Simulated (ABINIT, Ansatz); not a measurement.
**How the form of the self-energy moves the gap of SnF4 (I4/mmm)**

How much does the gap of SnF4 (I4/mmm) depend on the approximation to the self-energy?

Main program and level: ABINIT 10.8.3; PBEsol and many-body steps on it, plane waves.

This is a report of a sequence of runs, with most program output left out.

## 1. Set-up

Symmetry: I4/mmm, No. 139, tetragonal system. The conventional cell has a = 4.050 Å, b = 4.050 Å, c = 7.930 Å, α = 90.00°, β = 90.00°, γ = 90.00°. Nearest to Sn lie 6 F at 1.88 to 2.03 Å. F has 1 Sn at 1.88 Å nearest. F has 2 Sn at 2.03 Å nearest. Farther neighbours and most contacts between anions are not listed.

The cell and positions come from the Crystallography Open Database and are kept as given unless a step says otherwise.

## 2. Empty states on the mesh, 4×4×4 mesh, 227 bands

This step: ABINIT 10.8.3; DFT, PBEsol, plane waves, norm-conserving pseudopotentials.

The sums over transitions need many empty states on a uniform mesh; this step solves for them.

Contents of run.abi:

```
acell 3*1.0 Angstrom
rprim 
  -2.025000000000 2.025000000000 3.965000000000
  2.025000000000 -2.025000000000 3.965000000000
  2.025000000000 2.025000000000 -3.965000000000
ntypat 2
znucl 50 9
natom 5
typat 1 2 2 2 2
xred 
  0.000000000000 0.000000000000 0.000000000000
  0.237000000000 0.237000000000 0.000000000000
  0.763000000000 0.763000000000 0.000000000000
  0.500000000000 0.000000000000 0.500000000000
  0.000000000000 0.500000000000 0.500000000000
pp_dirpath "pseudos"
pseudos "Sn.upf, F.upf"
ecut 38
ngkpt 4 4 4
nshiftk 1
shiftk 0 0 0
kptopt 1
chksymbreak 0
irdden 1
istwfk *1
nband 227
prtvol 0
optdriver 6
gwr_task "HDIAGO"
paral_kgb 0
occopt 1
indata_prefix "in"
outdata_prefix "out"
tmpdata_prefix "tmp"
```

The run is started by

```console
$ OMP_NUM_THREADS=1 mpirun -n 8 abinit run.abi > log
```

Run time: 4.6 min. Hardware: 8 MPI ranks of Arm Neoverse N1, shared host; peak memory 11 GiB.

Numbers from this step:

| Quantity | Value |
| --- | --- |
| gap | 3.412 eV |
| k of the valence top | 0.5, 0.5, 0 |
| k of the conduction bottom | 0, 0, 0 |
| least direct gap | 3.650 eV |
| k points computed | 13 |
| lowest point of the top converged band, above the valence top | 115.5624 eV |

On this mesh the gap is 3.412 eV.

The density comes from a self-consistent run that is not shown.

## 3. Screening, 4×4×4 mesh, 104 bands, screening to 141.5 eV

The RPA dielectric matrix is built and inverted for each q.

This step: RPA screening on PBEsol, plane waves, norm-conserving pseudopotentials.

Changes to run.abi since step 2:

```diff
@@ -23,10 +23,11 @@
 chksymbreak 0
-irdden 1
 istwfk *1
-nband 227
-prtvol 0
-optdriver 6
-gwr_task "HDIAGO"
-paral_kgb 0
 occopt 1
+irdwfk 1
+optdriver 3
+nband 104
+ecuteps 5.2
+inclvkb 2
+awtr 1
+symchi 1
 indata_prefix "in"
```

Run time: 9.1 min. Hardware: 8 MPI ranks; peak memory 6.1 GiB; 73 min of CPU time.

This step gave:

```yaml
eps_infinity_with_local_fields_on_this_mesh_along_the_program_s_q_direction: 2.388
the_same_without_local_fields: 2.501
plasma_frequency: 32.56 eV
plane_waves_in_the_screening_matrix: 251
```

Local fields lower ε∞ by 4 %.

## 4. G0W0, Godby-Needs plasmon pole

The self-energy is evaluated for the states that the input lists, and the levels follow from it, in one-shot runs by the linearised quasiparticle equation.

This step: G0W0 on PBEsol, plane waves, norm-conserving pseudopotentials.

Changes to run.abi since step 3:

```diff
@@ -26,8 +26,17 @@
 irdwfk 1
-optdriver 3
+optdriver 4
 nband 104
+gwcalctyp 0
+ecutsigx 38
+symsigma 1
+nkptgw 2
+kptgw 
+  0.5000000000 0.5000000000 0.0000000000
+  0.0000000000 0.0000000000 0.0000000000
+bdgw 
+  24 27
+  24 27
 ecuteps 5.2
-inclvkb 2
-awtr 1
-symchi 1
+irdscr 1
+ppmodel 1
 indata_prefix "in"
```

The job ended after 25 s (8 MPI ranks; peak memory 4.5 GiB).

Numbers from this step:

```
G0W0 gap on the points computed              : 7.137 eV
starting gap on the mesh                     : 3.412 eV
k of the valence top                         : 0.5, 0.5, 0
k of the conduction bottom                   : 0, 0, 0
Z at the valence top                         : 0.807
Z at the conduction bottom                   : 0.863
least direct G0W0 gap on the computed points : 7.379 eV
```

The gap on the mesh goes from 3.41 eV to 7.14 eV, a correction of +3.72 eV.

## 5. G0W0, Hybertsen-Louie plasmon pole

Changes to run.abi since step 4:

```diff
@@ -40,3 +40,3 @@
 irdscr 1
-ppmodel 1
+ppmodel 2
 indata_prefix "in"
```

Elapsed: 24 s, on 8 MPI ranks; peak memory 4.4 GiB; 3.2 min of CPU time.

This step gave:

* G0W0 gap on the points computed: 7.663 eV
* starting gap on the mesh: 3.412 eV
* k of the valence top: 0.5, 0.5, 0
* k of the conduction bottom: 0, 0, 0
* Z at the valence top: 0.879
* Z at the conduction bottom: 0.91
* least direct G0W0 gap on the computed points: 7.906 eV

Against G0W0 in ABINIT (4×4×4 mesh, 104 bands, screening to 141.5 eV, Godby-Needs plasmon pole), the gap moves by +0.526 eV.

## 6. G0W0, Engel-Farid plasmon pole

Changes to run.abi since step 5:

```diff
@@ -40,3 +40,3 @@
 irdscr 1
-ppmodel 2
+ppmodel 4
 indata_prefix "in"
```

It took 20 s on 8 MPI ranks; peak memory 4.3 GiB.

Numbers from this step:

```yaml
g0w0_gap_on_the_points_computed: 7.141 eV
starting_gap_on_the_mesh: 3.412 eV
k_of_the_valence_top: 0.5, 0.5, 0
k_of_the_conduction_bottom: 0, 0, 0
least_direct_g0w0_gap_on_the_computed_points: 7.389 eV
```

Against G0W0 in ABINIT (4×4×4 mesh, 104 bands, screening to 141.5 eV, Godby-Needs plasmon pole), the gap moves by +0.004 eV.

## 7. One-shot Hartree-Fock

This step: one-shot Hartree-Fock on PBEsol, plane waves, norm-conserving pseudopotentials.

Changes to run.abi since step 6:

```diff
@@ -27,4 +27,4 @@
 optdriver 4
-nband 104
-gwcalctyp 0
+nband 29
+gwcalctyp 5
 ecutsigx 38
@@ -38,5 +38,4 @@
   24 27
-ecuteps 5.2
-irdscr 1
-ppmodel 4
+ixc_sigma 40
+fftgw 31
 indata_prefix "in"
```

Wall time 10 s (8 MPI ranks); peak memory 4 GiB.

Numbers from this step:

* quasiparticle gap on the points computed: 15.75 eV
* starting gap on the mesh: 3.412 eV
* k of the valence top: 0.5, 0.5, 0
* k of the conduction bottom: 0, 0, 0
* least direct quasiparticle gap on the computed points: 15.92 eV

Against G0W0 in ABINIT (4×4×4 mesh, 104 bands, screening to 141.5 eV, Godby-Needs plasmon pole), the gap moves by +8.614 eV.

## 8. Screening, 4×4×4 mesh, 104 bands, screening to 141.5 eV

This step: RPA screening on PBEsol, plane waves, norm-conserving pseudopotentials.

Changes to run.abi since step 7:

```diff
@@ -26,16 +26,14 @@
 irdwfk 1
-optdriver 4
-nband 29
-gwcalctyp 5
-ecutsigx 38
-symsigma 1
-nkptgw 2
-kptgw 
-  0.5000000000 0.5000000000 0.0000000000
-  0.0000000000 0.0000000000 0.0000000000
-bdgw 
-  24 27
-  24 27
-ixc_sigma 40
-fftgw 31
+optdriver 3
+nband 104
+ecuteps 5.2
+inclvkb 2
+awtr 1
+symchi 1
+gwcalctyp 2
+nfreqre 16
+freqremax 40 eV
+nfreqim 8
+spmeth 1
+nomegasf 120
 indata_prefix "in"
```

Wall time 11 min (8 MPI ranks); peak memory 7 GiB; 86 min of CPU time.

This step gave:

* ε∞ with local fields, on this mesh, along the program's q direction: 2.401
* the same without local fields: 2.515
* plasma frequency: 32.56 eV
* plane waves in the screening matrix: 251

## 9. G0W0, contour deformation

This step: G0W0 on PBEsol, plane waves, norm-conserving pseudopotentials.

Changes to run.abi since step 8:

```diff
@@ -26,14 +26,16 @@
 irdwfk 1
-optdriver 3
+optdriver 4
 nband 104
+gwcalctyp 2
+ecutsigx 38
+symsigma 1
+nkptgw 2
+kptgw 
+  0.5000000000 0.5000000000 0.0000000000
+  0.0000000000 0.0000000000 0.0000000000
+bdgw 
+  24 27
+  24 27
 ecuteps 5.2
-inclvkb 2
-awtr 1
-symchi 1
-gwcalctyp 2
-nfreqre 16
-freqremax 40 eV
-nfreqim 8
-spmeth 1
-nomegasf 120
+irdscr 1
 indata_prefix "in"
```

Wall time 23 s (8 MPI ranks); peak memory 4.4 GiB; 3 min of CPU time.

Numbers from this step:

- G0W0 gap on the points computed: 6.98 eV
- starting gap on the mesh: 3.412 eV
- k of the valence top: 0.5, 0.5, 0
- k of the conduction bottom: 0, 0, 0
- least direct G0W0 gap on the computed points: 7.211 eV

Against G0W0 in ABINIT (4×4×4 mesh, 104 bands, screening to 141.5 eV, Godby-Needs plasmon pole), the gap moves by −0.157 eV.

## 10. The runs together

Times are wall times on 8 MPI ranks of Arm Neoverse N1, shared host, good to a factor of about two. A run's time includes the screening step that it read.

```tsv
run	mesh	bands	screening cutoff (eV)	DFT gap (eV)	gap on the mesh (eV)	direct (eV)	ε∞ used	time
G0W0, Godby-Needs plasmon pole	4×4×4	104	141.5	3.412	7.137	7.379	2.39	9.5 min
G0W0, Hybertsen-Louie plasmon pole	4×4×4	104	141.5	3.412	7.663	7.906	2.39	9.5 min
G0W0, Engel-Farid plasmon pole	4×4×4	104	141.5	3.412	7.141	7.389	2.39	9.4 min
one-shot Hartree-Fock	4×4×4	-	-	3.412	15.751	15.923	-	10 s
G0W0, contour deformation	4×4×4	104	141.5	3.412	6.980	7.211	2.40	11 min
```

## 11. Results

```
G0W0, Godby-Needs plasmon pole     : 7.137 eV
G0W0, Hybertsen-Louie plasmon pole : 7.663 eV
G0W0, Engel-Farid plasmon pole     : 7.141 eV
one-shot Hartree-Fock              : 15.751 eV
G0W0, contour deformation          : 6.980 eV
known limits                       : not at the basis limit; no spin-orbit coupling
```

In words: G0W0, Hybertsen-Louie plasmon pole: +0.526 eV against G0W0, Godby-Needs plasmon pole. G0W0, Engel-Farid plasmon pole: +0.004 eV against G0W0, Godby-Needs plasmon pole. One-shot Hartree-Fock: +8.614 eV against G0W0, Godby-Needs plasmon pole. G0W0, contour deformation: −0.157 eV against G0W0, Godby-Needs plasmon pole. Bare exchange alone opens the gap to 15.75 eV; against G0W0, correlation takes back 8.61 eV. Bands and cutoff are finite, so the gap is not at the basis limit. The miss can reach some tenths of an eV and take either sign; the mesh is an error of its own. In the G0W0 runs levels were corrected at 2 k points alone, so a gap called «on the mesh» is the least over those, and an edge elsewhere would be missed. The many-body steps are scalar-relativistic: spin-orbit coupling is not in them.

[Paths, hosts, dates, memory and timing lines, banners, echoed tables and standing remarks are left out of the program output.]

[Logs are printed without paths, hosts, clocks, repeated set-up lines and the standing remarks that a program may print on its own settings, such as how far it seeks lower states.]

[Runs of the session that timed out or met a known fault of the program may be left out.]

[Hosts, paths, dates, database ids (printed as entryN), source tags and the programs' standing remarks are cut or masked in the printed files.]

[G0W0 gaps are taken among the corrected bands and points alone; a level outside them can change the order at an edge.]

[Where Ansatz stands beside ABINIT at settings called matched, ABINIT's density can come from a denser mesh and the files from another edition; pairs whose starting gaps differed by over 0.03 eV were left out, so agreement reads better than it is.]
